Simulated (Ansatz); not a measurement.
# MgO (Fm-3m), small polaron or free electron, part 2 of 2

Question: is an added electron in MgO (Fm-3m) a free carrier or a small polaron? The trial puts it on one Mg atom. The model is a cell of 128 host atoms; several levels of theory are compared, with their cost.

Ansatz 0.2.0; plane-wave PAW DFT, HSE06 form with 0.35 exact exchange; relaxation of all atoms of a supercell at fixed charge in a uniform background; PAW set soft_1.

So far. Step 2 (Relaxation with the electron, HSE06 (α = 0.35)): The sizes of the moments in the atoms' spheres add to about 0.3 μB, shared by more than 30 atoms in effect: the carrier has spread out.

## (4) States in the gap, HSE06 (α = 0.35)

Level of this step: plane-wave PAW DFT, HSE06 form with 0.35 exact exchange; single point of a supercell at fixed charge in a uniform background; PAW set soft_1 (Ansatz).

A single point on the relaxed atoms asks for the levels and how far each is spread.

qm1_M1_trap.hyb/input.yaml reads:

```yaml
crystal:
  checkpoint: "../qm1_M1_trap.hrelax.run"
  host: checkpoint
total_charge: -1
basis:
  ecutwfc: 420
  xc_grid: 2
hamiltonian:
  xc: { preset: hse06, exx: 0.35 }
  pseudopotentials: { kind: paw, azcp: { folder: soft_1 } }
kpoints:
  mp_grid: { grid: [1, 1, 1] }
magnetization:
  spin_polarized: true
  initial_magnetization: 1
  spin_locking: { lock_magnetization: hard }
scf:
  occupations: { method: fixed }
  max_iter: 80
output:
  forces: true
  charged_corrections:
    epsilon: 3.24
    static_epsilon: 10.37
    defect_position: [0.5, 0.5, 0.5]
  eigenvalues: true
  eigenstates: { localisation: true }
  efg: {}
checkpoint:
  read: "../qm1_M1_trap.hrelax.run"
  write: "../qm1_M1_trap.hyb.run"
  compress: false
  write_wavefunctions: true
  write_every: 100000
```

On the command line:

```
$ ansatz run input.yaml --threads 32 --pin off --max-ram 84787MiB --backend cuda --events-out ev --progress --plain --runs-dir out --max-vram 78GiB
```

Numbers of over 12 decimals in the logs are rounded to 6 here.

The log of the run:

```text
[...]
crystal.checkpoint: the structure is that of <dir>, a `relax` run, at its step 4: its result, under {"exchange":"pbe","correlation":"pbe","exx":{"coeff":0.35,"omega":0.207870}} at a charge of -1 e; 128 atoms read, 1 with a starting moment; [...]
[...]
Crystal: 128 atoms, lattice volume = 1198.040 Å³
Basis set: ecut = 420 eV, 23409 PW (Γ), exchange–correlation on 160×160×160 points (8 copies of the dense FFT grid, shifted against one another)
Bands: 641, of which v1, the nominal top of the filled ones, is band 513 counted from 1 (512 counted from 0)
Symmetry: 1 space group operations
[...]
k-points: 1
[...]
Stability of the state it starts from, as read at its close in the collinear treatment: not read, because the functional holds exact exchange (a hybrid, or Hartree-Fock), whose exchange loop this test does not read (fock_operator); its run was given moments
[...]
Exchange kernel: α = 0.3500, screened, ω = 0.2079 Å⁻¹, Wigner–Seitz truncation, v(0) = 946.2677 eV·Å³, q-mesh 1×1×1, nearest image of the exchange supercell L = 11.92 Å, pair-density grid 48×48×48, without the augmentation charges, whose exchange is taken in [...]
Frozen-core exchange: fock
[...]
SCF iter   2: F=-159631.210207 eV  HF=-159631.210207 eV  |Δ(HF+E_count)|=   5.06e-9  Δρ=6.83e-7 (↑6.69e-7 ↓6.83e-7)  dr2=3.70e-9  dr2_m=4.92e-10  M=1.000 μB ∫|m|=1.055 μB sched 1.00e-12)  Hψ=2904
SCF 1 converged in 2 iterations: F = -159631.210207 eV  dr2 = 3.70e-9
[...]
hybrid outer 1: dexx = +6.366e-10 eV, tail = 1.10e-8 eV
[...]
SCF 2 converged in 3 iterations: F = -159631.210207 eV  dr2 = 3.83e-11
  Residual-converged pass: ⟨swp⟩=3.0  Hψ=2593  notcnv=0  max |occ|·‖R‖ = 2.6e-7 eV (tolerance 2.7e-7 eV)  dr2=3.91e-11  dr2_m=6.88e-12  dr2_onsite=7.44e-12  max |Δocc| = 0.0e0
[...]
WARN: the filled states extend beyond the cell (their overlap across the Brillouin zone is 0.000, against 0 in a metal and nearly 1 for localised states). With one k-point a hybrid's gap, moments and forces can then be wrong. [...]
this state was not tested for a lower state beside it, because the functional holds exact exchange (a hybrid, or Hartree-Fock), whose exchange loop this test does not read (fock_operator); [...]
[...]
Magnetization: 1.0000 μB (513.0000 up, 512.0000 down)
Absolute magnetization: 1.0590 μB (∫|ρ↑−ρ↓|, with the PAW one-centre terms)
[...]
Per-site moments (μB) at R_I (Å): [(0.00273387, 0.869210), (0.00242627, 0.869107), (0.00273317, 0.869118), [... 6 left out ...]
Free energy (F): -159631.210207 eV
[...]
Internal energy: -159631.210207 eV  (E = F + TS)
E sigma→0 (E₀):  -159631.210207 eV
Fermi energy:    13.153951 (↑ 13.153951, ↓ 6.263085) eV
[...]
--- Forces (eV/Å), atoms counted from 1 ---
  atom   1  Mg    -0.00040577    -0.00152066     0.00113143
  atom   2  O     -0.00120986     0.00068298     0.00236310
  [... 4 atoms left out ...]
  [... 122 more lines of this table ...]
  max |Σ_I F_I| component: 2.34e-5 eV/Å
--- PAW observables at the nuclei: V_zz in 10²¹ V/m², potentials from the cell's mean, atoms counted from 1 ---
  [...]
--- Charged-cell corrections in eV (Makov–Payne, q = -1.000 e, ε = 3.240 of the electrons, 10.370 with the ions) ---
[...]
E_corr1          = +0.604309  (monopole, q²α_M/2εL)
  F Makov-Payne    = n/a  (the rows are of the electrons' constant alone; ansatz place-levels tells what screens the charge)
[...]
--- Band table (eV) ---
[...]
```

Run time: 20 s. Hardware: 1 × NVIDIA GB200 with 32 threads of Arm Neoverse V2, shared host; peak memory 2.5 GiB.

States next to the filling edge at the first k-point, on the run's own zero (eigenstates.tsv). The participation number counts the atoms that a state is spread over, of 128; bands count from 0.

```tsv
spin	band	energy (eV)	occupation	participation	largest share on	share
down	506	5.887	1.00	43.7	O42	0.05
down	507	5.887	1.00	50.5	O70	0.04
down	508	5.887	1.00	46.0	O58	0.05
down	509	6.263	1.00	71.8	O42	0.01
down	510	6.263	1.00	71.8	O6	0.01
down	511	6.263	1.00	71.8	O6	0.01
down	512	13.462	0.00	128.0	Mg47	0.01
down	513	15.928	0.00	69.6	O8	0.03
down	514	15.929	0.00	83.3	O38	0.03
down	515	15.929	0.00	94.0	O86	0.02
down	516	15.929	0.00	85.9	O60	0.03
up	507	5.883	1.00	50.5	O70	0.04
up	508	5.883	1.00	46.0	O58	0.05
up	509	6.260	1.00	71.8	O42	0.01
up	510	6.260	1.00	71.8	O6	0.01
up	511	6.260	1.00	71.8	O6	0.01
up	512	13.154	1.00	128.0	Mg47	0.01
up	513	15.805	0.00	69.6	O8	0.03
up	514	15.805	0.00	83.1	O38	0.03
up	515	15.805	0.00	94.1	O86	0.02
up	516	15.805	0.00	86.0	O60	0.03
up	517	15.806	0.00	71.7	O72	0.04
```

Under HSE06 form with 0.35 exact exchange at the zone centre alone, the highest filled state is spin up, spread over 128 of 128 atoms, and the lowest empty one, 0.31 eV above it, is spin down, spread over 128 of 128 atoms.

Uncorrected and at zero smearing, the relaxed cell and the carrier in the undistorted cell agree within 0.02 eV.

No level is given here: the program refused to align this charged cell with the host.

## (5) Relaxing again with PBEsol

The relaxed structure is now handed to a plain semilocal functional and relaxed again, to see what is left without exact exchange or U. The start is the structure of HSE06 (α = 0.35), where the carrier had already spread, so this step is a weak test of trapping.

qm1_M1_trap.semirelax/input.yaml reads:

```yaml
crystal:
  checkpoint: "../qm1_M1_trap.hrelax.run"
  host: checkpoint
total_charge: -1
basis:
  ecutwfc: 420
  xc_grid: 2
hamiltonian:
  xc: pbesol
  pseudopotentials: { kind: paw, azcp: { folder: soft_1 }, xc_functional: pbe }
kpoints:
  mp_grid: { grid: [1, 1, 1] }
magnetization:
  spin_polarized: true
  initial_magnetization: 1
  spin_locking: { lock_magnetization: hard }
scf:
  occupations: { method: fermi_dirac, width: 0.01 }
  max_iter: 80
output:
  forces: true
  charged_corrections:
    epsilon: 3.24
    static_epsilon: 10.37
    defect_position: [0.5, 0.5, 0.5]
relax:
  f_tol: 0.02
  max_steps: 60
  escape_saddle: false
checkpoint:
  read: "../qm1_M1_trap.hrelax.run"
  write: "../qm1_M1_trap.semirelax.run"
  compress: false
  write_wavefunctions: true
  write_every: 100000
```

It took 2.4 s on 1 × NVIDIA GB200 with 32 threads; peak memory 2.1 GiB; 8 s of CPU time.

The forces were under the threshold from the start, so no atom moved.

From the single point at the end of this step. The sizes of the moments in the atoms' spheres add to about 0.4 μB, shared by more than 30 atoms in effect: the carrier has spread out.

No level is given here: the program refused to align this charged cell with the host.

## (6) Atoms held, PBE0 (α = 0.5)

With the atoms held, the functional goes from a screened to an unscreened hybrid or back, so both the share and the range of exact exchange change. The carrier had already spread in this structure, so this step can't test trapping.

qm1_M1_trap.hyb2/input.yaml reads:

```yaml
crystal:
  checkpoint: "../qm1_M1_trap.hrelax.run"
  host: checkpoint
total_charge: -1
basis:
  ecutwfc: 420
  xc_grid: 2
hamiltonian:
  xc: { preset: pbe0, exx: 0.5 }
  pseudopotentials: { kind: paw, azcp: { folder: soft_1 } }
kpoints:
  mp_grid: { grid: [1, 1, 1] }
magnetization:
  spin_polarized: true
  initial_magnetization: 1
  spin_locking: { lock_magnetization: hard }
scf:
  occupations: { method: fixed }
  max_iter: 80
output:
  forces: true
  charged_corrections:
    epsilon: 3.24
    static_epsilon: 10.37
    defect_position: [0.5, 0.5, 0.5]
  eigenvalues: true
  eigenstates: { localisation: true }
  efg: {}
checkpoint:
  read: "../qm1_M1_trap.hrelax.run"
  write: "../qm1_M1_trap.hyb2.run"
  compress: false
  write_wavefunctions: true
  write_every: 100000
```

Wall time 25 s (1 × NVIDIA GB200 with 32 threads); peak memory 2.7 GiB.

The sizes of the moments in the atoms' spheres add to about 0.3 μB, shared by more than 30 atoms in effect: the carrier has spread out.

No level is given here: the program refused to align this charged cell with the host.

## (7) All levels of theory side by side

```tsv
level of theory	atoms	atoms that share the moment	localised	time for the trial state
HSE06 (α = 0.35)	relaxed	more than 30	no	54 s
PBEsol	relaxed	more than 30	no	6.7 s
PBE0 (α = 0.5)	held	more than 30	no	25 s
```

## (8) Summary of results

```yaml
carrier_localised_hse06: no
carrier_localised_pbesol: no
```

What this shows: With HSE06 (α = 0.35) the electron did not stay localised from this start: it is shared by more than 30 of the 128 atoms in effect. It spreads at every relaxed level of theory in the table. Semilocal functionals favour spread carriers, so their answer alone decides nothing. A Mg ion seldom takes an electron in such a compound, so a start there is a weak test. The point with the carrier in the undistorted cell ran without the search for lower states. One trial site was relaxed, so another site or form can lie lower. Keep in mind: sampling at the zone centre alone can move energies of charged and open-shell states by tenths of an eV or more in cells of this size.

[Logs are printed without paths, hosts, clocks, repeated set-up lines and the standing remarks that a program may print on its own settings, such as how far it seeks lower states.]

[Hosts, paths, dates, database ids (printed as entryN), source tags and the programs' standing remarks are cut or masked in the printed files.]

[For some hosts the program warned that the k-mesh of the response run may be too coarse for force constants and the static dielectric constant; such warnings are not shown here.]
